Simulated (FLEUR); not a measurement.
**Eu: parallel and opposed starts**

A self-consistent run ends on one state, which hangs on the start. Several orders of Eu are started in FLEUR and their energies compared.

Program: FLEUR MaX-R8.1. Level of theory: PBEsol with U = 6 eV on Eu f; all-electron FLAPW, Dirac cores, scalar-relativistic bands. Results are calculated unless marked as measured.

The database entry behind the starting cell differs from later determinations by our own check (about 0.5 % long), so it need not match the best structure at ambient conditions.

## (1) Set-up

The structure is cubic, space group Im-3m (No. 229). The conventional cell has a = 4.606 Å, b = 4.606 Å, c = 4.606 Å, α = 90.00°, β = 90.00°, γ = 90.00°. Eu has 8 Eu at 3.99 Å nearest.

Structure file:

```cif
data_structure
_symmetry_space_group_name_H-M 'Im-3m'
_symmetry_Int_Tables_number 229
_cell_length_a 4.6060
_cell_length_b 4.6060
_cell_length_c 4.6060
_cell_angle_alpha 90.000
_cell_angle_beta 90.000
_cell_angle_gamma 90.000
_cell_volume 97.72
loop_
_atom_site_label
_atom_site_type_symbol
_atom_site_symmetry_multiplicity
_atom_site_Wyckoff_symbol
_atom_site_fract_x
_atom_site_fract_y
_atom_site_fract_z
_atom_site_occupancy
Eu1 Eu 2 a 0.00000 0.00000 0.00000 1
```

## (2) Start 1: ferro +

The parallel start is the test of whether parallel moments hold. A Hubbard U acts on the open shell, since semilocal functionals spread its electrons too much.

The file n_mmp_mat seeds the f occupations with whole cubic orbitals by Hund's first rule, so that the U acts from the first pass. inpgen writes inp.xml from crystal.txt; cutoffs, mixing, functional, smearing and local orbitals are then set in the file. The k list default-1 (kpts.xml, not shown) is a Γ-centred 8×8×8 mesh; where the ranks do not divide the number of points, some are split in two of half the weight.

File inp.xml:

```
<?xml version="1.0" encoding="UTF-8" standalone="no"?>
<fleurInput fleurInputVersion="0.39">
   <comment>
      Eu
   </comment>
   <calculationSetup>
      <cutoffs Kmax="3.6" Gmax="10.8" GmaxXC="10.8" numbands="0"/>
      <scfLoop itmax="130" minDistance="0.0001" maxIterBroyd="15" imix="Anderson" alpha="0.05" precondParam="0.0" spinf="2.0" sdNocoIR="T"/>
      <coreElectrons ctail="T" frcor="F" kcrel="0" coretail_lmax="0"/>
      <xcFunctional name="PBEs" relativisticCorrections="F"/>
      <magnetism jspins="2"/>
      <soc l_soc="F" theta="0.0" phi="0.0" spav="F"/>
      <expertModes spex="0" secvar="F"/>
      <geometryOptimization l_f="F" forcealpha="1.0" forcemix="BFGS" epsdisp="0.00001" epsforce="0.00001"/>
      <ldaU l_linMix="F" mixParam="0.05" spinf="1.0"/>
   </calculationSetup>
   <cell>
      <bzIntegration valenceElectrons="17.0" mode="hist" fermiSmearingEnergy="0.00110248">
         <kPointListSelection listName="default-1"/>
         <xi:include xmlns:xi="http://www.w3.org/2001/XInclude" href="kpts.xml"> </xi:include>
      </bzIntegration>
      <xi:include xmlns:xi="http://www.w3.org/2001/XInclude" href="sym.xml"> </xi:include>
      <bulkLattice scale="1.0">
         <bravaisMatrix>
            <row-1>   -4.3520392649537998     4.3520392649537998     4.3520392649537998</row-1>
            <row-2>    4.3520392649537998    -4.3520392649537998     4.3520392649537998</row-2>
            <row-3>    4.3520392649537998     4.3520392649537998    -4.3520392649537998</row-3>
         </bravaisMatrix>
      </bulkLattice>
   </cell>
   <atomSpecies>
      <species name="Europium (7.000" element="Eu" atomicNumber="63">
         <mtSphere radius="2.8" gridPoints="925" logIncrement="0.014"/>
         <atomicCutoffs lmax="10" lnonsphr="8"/>
         <electronConfig flipSpins="F">
            <coreConfig>(1s1/2) (2s1/2) (2p1/2) (2p3/2) (3s1/2) (3p1/2) (3p3/2) (4s1/2) (3d3/2) (3d5/2) (4p1/2) (4p3/2) (4d3/2) (4d5/2)</coreConfig>
            <valenceConfig>(5s1/2) (5p1/2) (5p3/2) (6s1/2) (4f5/2) (4f7/2)</valenceConfig>
            <stateOccupation state="(4f5/2)" spinUp="3.0" spinDown="0.0"/>
            <stateOccupation state="(4f7/2)" spinUp="4.0" spinDown="0.0"/>
         </electronConfig>
         <energyParameters s="6" p="6" d="5" f="4"/>
         <ldaU l="3" U="6.0" J="0.0" l_amf="F"/>
         <lo type="SCLO" l="0" n="5" eDeriv="0"/>
         <lo type="SCLO" l="1" n="5" eDeriv="0"/>
      </species>
   </atomSpecies>
   <atomGroups>
      <atomGroup species="Europium (7.000">
         <relPos label="                   1">.0000000000 .0000000000 .0000000000</relPos>
         <force calculate="T" relaxXYZ="TTT"/>
      </atomGroup>
   </atomGroups>
   <output dos="F" band="F" slice="F">
      <bandDOS minEnergy="-.5*Htr" maxEnergy="0.5*Htr" sigma="0.015" storeEVData="T"/>
      <plotting iplot="0" polar="F">
         <plot TwoD="T" vec1="  1.0  0.0  0.0" vec2="  0.0  1.0  0.0" vec3="  0.0  0.0  1.0" zero="  0.0  0.0  0.0" file="plot"/>
      </plotting>
      <moessbauerParams electricFieldGradient="F" isomerShift="F" coreHyperfine="F" valenceHyperfine="F"/>
   </output>
</fleurInput>
```

File crystal.txt:

```
Eu
&input film=F cartesian=F /
-2.30300000000  2.30300000000  2.30300000000
2.30300000000  -2.30300000000  2.30300000000
2.30300000000  2.30300000000  -2.30300000000
1.8897261246
1.0 1.0 1.0

1
63 0.00000000000  0.00000000000  0.00000000000 : 7.000

&kpt div1=8 div2=8 div3=8 gamma=T /
```

On the command line:

```bash
$ OMP_NUM_THREADS=1 inpgen -f crystal.txt > inpgen.log  # inp.xml is then edited as shown
$ OMP_NUM_THREADS=1 mpirun -n 4 fleur_MPI > fleur.log
```

Output:

```text
Welcome to FLEUR        (www.flapw.de)
      MaX-Release 8.1          (www.max-centre.eu)

 ========== k-point set info ==========
 Selected k-point list: default-1
 k-point list type: mesh
 0 x 0 x 0
 Number of k points: 32

 ------------Calculation Setup---------------------------
 Number of MPI-tasks      :            4
 Number of PE/node        :            4
 Number of OMP-threads    :            1
 k-points in parallel     :            4
 pe's per k-point         :            1
 No of k-point loops      :            8
 Eigenvalue solver        :       lapack
 Number of basis functions:          282
 Approximate size of matrices (H+S) per k-point:         0.001 GB
 --------------------------------------------------------
 Iteration:     1   Distance:       2.75028379 me/bohr^3
 Iteration:     2   Distance:       2.60697221 me/bohr^3
 Iteration:     3   Distance:       0.52256895 me/bohr^3
 Iteration:     4   Distance:       0.14060017 me/bohr^3
 Iteration:     5   Distance:       0.13048998 me/bohr^3
 Iteration:     6   Distance:       0.04542468 me/bohr^3
 Iteration:     7   Distance:       0.06525367 me/bohr^3
 Iteration:     8   Distance:       0.03399237 me/bohr^3
 Iteration:     9   Distance:       0.03304102 me/bohr^3
 Iteration:    10   Distance:       0.01192673 me/bohr^3
 Iteration:    11   Distance:       0.01143104 me/bohr^3
 Iteration:    12   Distance:       0.00381072 me/bohr^3
 Iteration:    13   Distance:       0.00101390 me/bohr^3
 Iteration:    14   Distance:       0.00074954 me/bohr^3
 Iteration:    15   Distance:       0.00032723 me/bohr^3
 Iteration:    16   Distance:       0.00032176 me/bohr^3
 Iteration:    17   Distance:       0.00014153 me/bohr^3
 Iteration:    18   Distance:       0.00006550 me/bohr^3

 ********************************************************************
 Run finished successfully
 Stop message:
   all done
 ********************************************************************

--- out.xml (last complete iteration) ---
<iteration numberForCurrentRun="   18" overallNumber="   18">
         [... left out ...]
         <bandgap value="0.0032328603" units="eV"/>
         <sumValenceSingleParticleEnergies value="-4.6663706051" units="Htr"/>
         <FermiEnergy value="0.1830678994" units="Htr"/>
         <valenceDensity>
            <mtCharges spin="1">
               <mtCharge atomType="1" total="11.0418314" s="1.0824570" p="2.9074218" d="0.1631491" f="6.8887031"/>
            </mtCharges>
            <mtCharges spin="2">
               <mtCharge atomType="1" total="4.0221737" s="1.0719471" p="2.8697004" d="0.0798917" f="0.0005991"/>
            </mtCharges>
            <spinDependentCharge spin="1" total="12.1417855" interstitial="1.0999540" mtSpheres="11.0418314"/>
            <spinDependentCharge spin="2" total="4.8582145" interstitial="0.8360409" mtSpheres="4.0221737"/>
            <totalCharge value="17.0000000000"/>
         </valenceDensity>
         [... left out ...]
         <allElectronCharges>
            <spinDependentCharge spin="1" total="35.1417855" interstitial="1.0999630" mtSpheres="34.0418224"/>
            <spinDependentCharge spin="2" total="27.8582145" interstitial="0.8360519" mtSpheres="27.0221626"/>
            <totalCharge value="62.9999999909"/>
         </allElectronCharges>
         <magneticMomentsInMTSpheres units="muBohr">
            <globalMagMoment atomType="1" vec="0.00000   0.00000   7.01966"/>
            <localMagMoment atomType="1" vec="0.00000   0.00000   7.01966"/>
         </magneticMomentsInMTSpheres>
         <moessbauerParams unitsHFF="kG" unitsIS="e/bohr^3" unitsEFG="Htr/bohr^2">
         </moessbauerParams>
         <totalEnergy value="   -10848.7143185732" units="Htr">
            <sumOfEigenvalues value="    -6679.2651633515">
               <coreElectrons value="-6674.5987927464"/>
               <valenceElectrons value="-4.6663706051"/>
            </sumOfEigenvalues>
            <densityCoulombPotentialIntegral value="-18158.9933792230"/>
            <densityEffectivePotentialIntegral value="-18474.7314321483"/>
            <chargeDenXCDenIntegral value="-239.8983931540"/>
            <FockExchangeEnergyValence value="0.0000000000"/>
            <FockExchangeEnergyCore value="0.0000000000"/>
            <atomTypeDependentContributions atomType="1">
               <electronNucleiInteractionDifferentMTs value="13300.3494917038"/>
               <MadelungTerm value="-25.1834033924"/>
            </atomTypeDependentContributions>
            <dftUCorrection value="-0.7473904917"/>
            <tkbTimesEntropy value="0.0001814885"/>
            <freeEnergy value="-10848.7145000617"/>
            <extrapolationTo0K value="-10848.7144093174"/>
         </totalEnergy>
         <ldaUDensityMatrix>
            <densityMatrixFor spin="1" atomType="1" uIndex="1" l="3" U="6.00000000" J="0.00000000">
               (+0.98423,+0.00000) (+0.00000,+0.00000) (+0.00000,+0.00000) (+0.00000,+0.00000) (+0.00056,+0.00000) (+0.00000,+0.00000) (+0.00000,+0.00000)
               (+0.00000,+0.00000) (+0.98384,+0.00000) (+0.00000,+0.00000) (+0.00000,+0.00000) (+0.00000,+0.00000) (-0.00034,+0.00000) (+0.00000,+0.00000)
               (+0.00000,+0.00000) (+0.00000,+0.00000) (+0.98394,+0.00000) (+0.00000,+0.00000) (+0.00000,+0.00000) (+0.00000,+0.00000) (+0.00056,+0.00000)
               (+0.00000,+0.00000) (+0.00000,+0.00000) (+0.00000,+0.00000) (+0.98467,+0.00000) (+0.00000,+0.00000) (+0.00000,+0.00000) (+0.00000,+0.00000)
               (+0.00056,+0.00000) (+0.00000,+0.00000) (+0.00000,+0.00000) (+0.00000,+0.00000) (+0.98394,+0.00000) (+0.00000,+0.00000) (+0.00000,+0.00000)
               (+0.00000,+0.00000) (-0.00034,+0.00000) (+0.00000,+0.00000) (+0.00000,+0.00000) (+0.00000,+0.00000) (+0.98384,+0.00000) (+0.00000,+0.00000)
               (+0.00000,+0.00000) (+0.00000,+0.00000) (+0.00056,+0.00000) (+0.00000,+0.00000) (+0.00000,+0.00000) (+0.00000,+0.00000) (+0.98423,+0.00000)
            </densityMatrixFor>
            <densityMatrixFor spin="2" atomType="1" uIndex="1" l="3" U="6.00000000" J="0.00000000">
               (+0.00009,+0.00000) (+0.00000,+0.00000) (+0.00000,+0.00000) (+0.00000,+0.00000) (+0.00004,+0.00000) (+0.00000,+0.00000) (+0.00000,+0.00000)
               (+0.00000,+0.00000) (+0.00007,+0.00000) (+0.00000,+0.00000) (+0.00000,+0.00000) (+0.00000,+0.00000) (-0.00004,+0.00000) (+0.00000,+0.00000)
               (+0.00000,+0.00000) (+0.00000,+0.00000) (+0.00007,+0.00000) (+0.00000,+0.00000) (+0.00000,+0.00000) (+0.00000,+0.00000) (+0.00004,+0.00000)
               (+0.00000,+0.00000) (+0.00000,+0.00000) (+0.00000,+0.00000) (+0.00013,+0.00000) (+0.00000,+0.00000) (+0.00000,+0.00000) (+0.00000,+0.00000)
               (+0.00004,+0.00000) (+0.00000,+0.00000) (+0.00000,+0.00000) (+0.00000,+0.00000) (+0.00007,+0.00000) (+0.00000,+0.00000) (+0.00000,+0.00000)
               (+0.00000,+0.00000) (-0.00004,+0.00000) (+0.00000,+0.00000) (+0.00000,+0.00000) (+0.00000,+0.00000) (+0.00007,+0.00000) (+0.00000,+0.00000)
               (+0.00000,+0.00000) (+0.00000,+0.00000) (+0.00004,+0.00000) (+0.00000,+0.00000) (+0.00000,+0.00000) (+0.00000,+0.00000) (+0.00009,+0.00000)
            </densityMatrixFor>
         </ldaUDensityMatrix>
         <ldaUDensityMatrixConvergence>
            <distance spin="1" distance="0.000001"/>
            <distance spin="2" distance="0.000000"/>
         </ldaUDensityMatrixConvergence>
         <densityConvergence units="me/bohr^3">
            <chargeDensity spin="1" distance="0.0000322544"/>
            <chargeDensity spin="2" distance="0.0000421537"/>
            <overallChargeDensity distance="0.0000366590"/>
            <spinDensity distance="0.0000655033"/>
         </densityConvergence>
      </iteration>
```

Run time: 18 s. Hardware: 4 MPI ranks of Intel Xeon Platinum 8259CL at 2.50GHz (Skylake/Cascade Lake), shared host; peak memory 0.23 GiB; 71 s of CPU time.

Read from the output:

* free energy: -295208.5605 eV
* program's band gap on this mesh (in a metal only a level spacing): 0.003233 eV
* magnetization: 7.284 μB
* final state: ferromagnetic
* largest moment: 7.020 μB

After 18 cycles the largest moment stands at 7.02 μB.

## (3) Order 2, typed as antiferro q=(1/2,1/2,1/2) +-

Another pattern of signs weighs the neighbour shells otherwise.

The cell is doubled to 2 atoms to hold this order. The mesh is halved along the doubled vector, so that both cells sample the same points. The k list default-1 (kpts.xml, not shown) is a Γ-centred 4×8×8 mesh.

Changes to inp.xml since step 2:

```diff
@@ -17,3 +17,3 @@
    <cell>
-      <bzIntegration valenceElectrons="17.0" mode="hist" fermiSmearingEnergy="0.00110248">
+      <bzIntegration valenceElectrons="34.0" mode="hist" fermiSmearingEnergy="0.00110248">
          <kPointListSelection listName="default-1"/>
@@ -24,5 +24,5 @@
          <bravaisMatrix>
-            <row-1>   -4.3520392649537998     4.3520392649537998     4.3520392649537998</row-1>
-            <row-2>    4.3520392649537998    -4.3520392649537998     4.3520392649537998</row-2>
-            <row-3>    4.3520392649537998     4.3520392649537998    -4.3520392649537998</row-3>
+            <row-1>   -8.7040785299075996     8.7040785299075996     8.7040785299075996</row-1>
+            <row-2>    0.0000000000000000     0.0000000000000000     8.7040785299075996</row-2>
+            <row-3>    0.0000000000000000     8.7040785299075996     0.0000000000000000</row-3>
          </bravaisMatrix>
@@ -45,2 +45,16 @@
       </species>
+      <species name="Europium (-7.000" element="Eu" atomicNumber="63">
+         <mtSphere radius="2.8" gridPoints="925" logIncrement="0.014"/>
+         <atomicCutoffs lmax="10" lnonsphr="8"/>
+         <electronConfig flipSpins="F">
+            <coreConfig>(1s1/2) (2s1/2) (2p1/2) (2p3/2) (3s1/2) (3p1/2) (3p3/2) (4s1/2) (3d3/2) (3d5/2) (4p1/2) (4p3/2) (4d3/2) (4d5/2)</coreConfig>
+            <valenceConfig>(5s1/2) (5p1/2) (5p3/2) (6s1/2) (4f5/2) (4f7/2)</valenceConfig>
+            <stateOccupation state="(4f5/2)" spinUp="0.0" spinDown="3.0"/>
+            <stateOccupation state="(4f7/2)" spinUp="0.0" spinDown="4.0"/>
+         </electronConfig>
+         <energyParameters s="6" p="6" d="5" f="4"/>
+         <ldaU l="3" U="6.0" J="0.0" l_amf="F"/>
+         <lo type="SCLO" l="0" n="5" eDeriv="0"/>
+         <lo type="SCLO" l="1" n="5" eDeriv="0"/>
+      </species>
    </atomSpecies>
@@ -49,2 +63,6 @@
          <relPos label="                   1">.0000000000 .0000000000 .0000000000</relPos>
+         <force calculate="T" relaxXYZ="TTT"/>
+      </atomGroup>
+      <atomGroup species="Europium (-7.000">
+         <relPos label="                   2">1.000/2.000 .0000000000 .0000000000</relPos>
          <force calculate="T" relaxXYZ="TTT"/>
```

File crystal.txt:

```
Eu
&input film=F cartesian=F /
-4.60600000000  4.60600000000  4.60600000000
0.00000000000  0.00000000000  4.60600000000
0.00000000000  4.60600000000  0.00000000000
1.8897261246
1.0 1.0 1.0

2
63 0.00000000000  0.00000000000  0.00000000000 : 7.000
63 0.50000000000  0.00000000000  0.00000000000 : -7.000

&kpt div1=4 div2=8 div3=8 gamma=T /
```

Output:

```text
[banner, memory and clock lines left out]
Welcome to FLEUR        (www.flapw.de)
      MaX-Release 8.1          (www.max-centre.eu)

 ========== k-point set info ==========
 Selected k-point list: default-1
 k-point list type: mesh
 0 x 0 x 0
 Number of k points: 36

 ------------Calculation Setup---------------------------
 Number of PE/node        :            4
 Number of OMP-threads    :            1
 k-points in parallel     :            4
 pe's per k-point         :            1
 No of k-point loops      :            9
 Eigenvalue solver        :       lapack
 Number of basis functions:          564
 Approximate size of matrices (H+S) per k-point:         0.005 GB
 Iteration:     1   Distance:       2.72150292 me/bohr^3
 Iteration:     2   Distance:       2.58042597 me/bohr^3
 Iteration:     3   Distance:       0.47055483 me/bohr^3
 Iteration:     4   Distance:       0.06896685 me/bohr^3
 Iteration:     5   Distance:       0.06696272 me/bohr^3
 Iteration:     6   Distance:       0.01191020 me/bohr^3
 Iteration:     7   Distance:       0.00692388 me/bohr^3
 Iteration:     8   Distance:       0.00370002 me/bohr^3
 Iteration:     9   Distance:       0.00072287 me/bohr^3
 Iteration:    10   Distance:       0.00044848 me/bohr^3
 Iteration:    11   Distance:       0.00014590 me/bohr^3
 Iteration:    12   Distance:       0.00000945 me/bohr^3

 ********************************************************************
 Run finished successfully
 Stop message:
   all done
 ********************************************************************

--- out.xml (last complete iteration) ---
<iteration numberForCurrentRun="   12" overallNumber="   12">
         [... left out ...]
         <bandgap value="0.0000000000" units="eV"/>
         <sumValenceSingleParticleEnergies value="-9.3153399834" units="Htr"/>
         <FermiEnergy value="0.1785640429" units="Htr"/>
         <valenceDensity>
            <mtCharges spin="1">
               <mtCharge atomType="1" total="11.0249530" s="1.0876276" p="2.9033351" d="0.1429211" f="6.8910234"/>
               <mtCharge atomType="2" total="4.0395743" s="1.0701055" p="2.8725605" d="0.0958333" f="0.0009842"/>
            </mtCharges>
            <mtCharges spin="2">
               <mtCharge atomType="1" total="4.0395743" s="1.0701055" p="2.8725605" d="0.0958333" f="0.0009842"/>
               <mtCharge atomType="2" total="11.0249530" s="1.0876276" p="2.9033351" d="0.1429211" f="6.8910234"/>
            </mtCharges>
            <spinDependentCharge spin="1" total="17.0000000" interstitial="1.9354727" mtSpheres="15.0645273"/>
            <spinDependentCharge spin="2" total="17.0000000" interstitial="1.9354727" mtSpheres="15.0645273"/>
            <totalCharge value="34.0000000000"/>
         </valenceDensity>
         [... left out ...]
         <magneticMomentsInMTSpheres units="muBohr">
            <globalMagMoment atomType="1" vec="0.00000   0.00000   6.98538"/>
            <localMagMoment atomType="1" vec="0.00000   0.00000   6.98538"/>
            <globalMagMoment atomType="2" vec="0.00000   0.00000  -6.98538"/>
            <localMagMoment atomType="2" vec="0.00000   0.00000  -6.98538"/>
         </magneticMomentsInMTSpheres>
         [... left out ...]
         <totalEnergy value="   -21697.4277986851" units="Htr">
            <sumOfEigenvalues value="   -13358.4211873728">
               <coreElectrons value="-13349.1058473894"/>
               <valenceElectrons value="-9.3153399834"/>
            </sumOfEigenvalues>
            <densityCoulombPotentialIntegral value="-36317.8844079559"/>
            <densityEffectivePotentialIntegral value="-36949.3603570926"/>
            <chargeDenXCDenIntegral value="-479.7968681012"/>
            <FockExchangeEnergyValence value="0.0000000000"/>
            <FockExchangeEnergyCore value="0.0000000000"/>
         [... left out ...]
            <dftUCorrection value="-1.4957884292"/>
            <tkbTimesEntropy value="0.0001991041"/>
            <freeEnergy value="-21697.4279977892"/>
            <extrapolationTo0K value="-21697.4278982372"/>
         </totalEnergy>
         [... left out ...]
         <ldaUDensityMatrixConvergence>
            <distance spin="1" distance="0.000000"/>
            <distance spin="2" distance="0.000000"/>
         </ldaUDensityMatrixConvergence>
         <densityConvergence units="me/bohr^3">
            <chargeDensity spin="1" distance="0.0000066674"/>
            <chargeDensity spin="2" distance="0.0000066674"/>
            <overallChargeDensity distance="0.0000094540"/>
            <spinDensity distance="0.0000094042"/>
         </densityConvergence>
      </iteration>
```

The job ended after 38 s (4 MPI ranks; peak memory 0.32 GiB).

Numbers from this step:

- free energy: -590417.0938 eV
- program's band gap on this mesh (in a metal only a level spacing): 0 eV
- magnetization: 0 μB
- final state: antiferromagnetic
- largest moment: 6.985 μB

It lies 13.6 meV a seeded atom over the first start, and its largest moment is 6.99 μB against 7.02 μB.

(Part 1 of 2 ends here.)

[Logs and program files are shortened in this print: banners, set-up blocks, solver, clock and traceback lines can be left out without a mark of their own.]

[Logs are printed without paths, hosts, clocks, repeated set-up lines and the standing remarks that a program may print on its own settings, such as how far it seeks lower states.]

[Hosts, paths, dates, database ids (printed as entryN), source tags and the programs' standing remarks are cut or masked in the printed files.]

[Where a cell is said to come from a database of computed structures, the database is the Materials Project.]
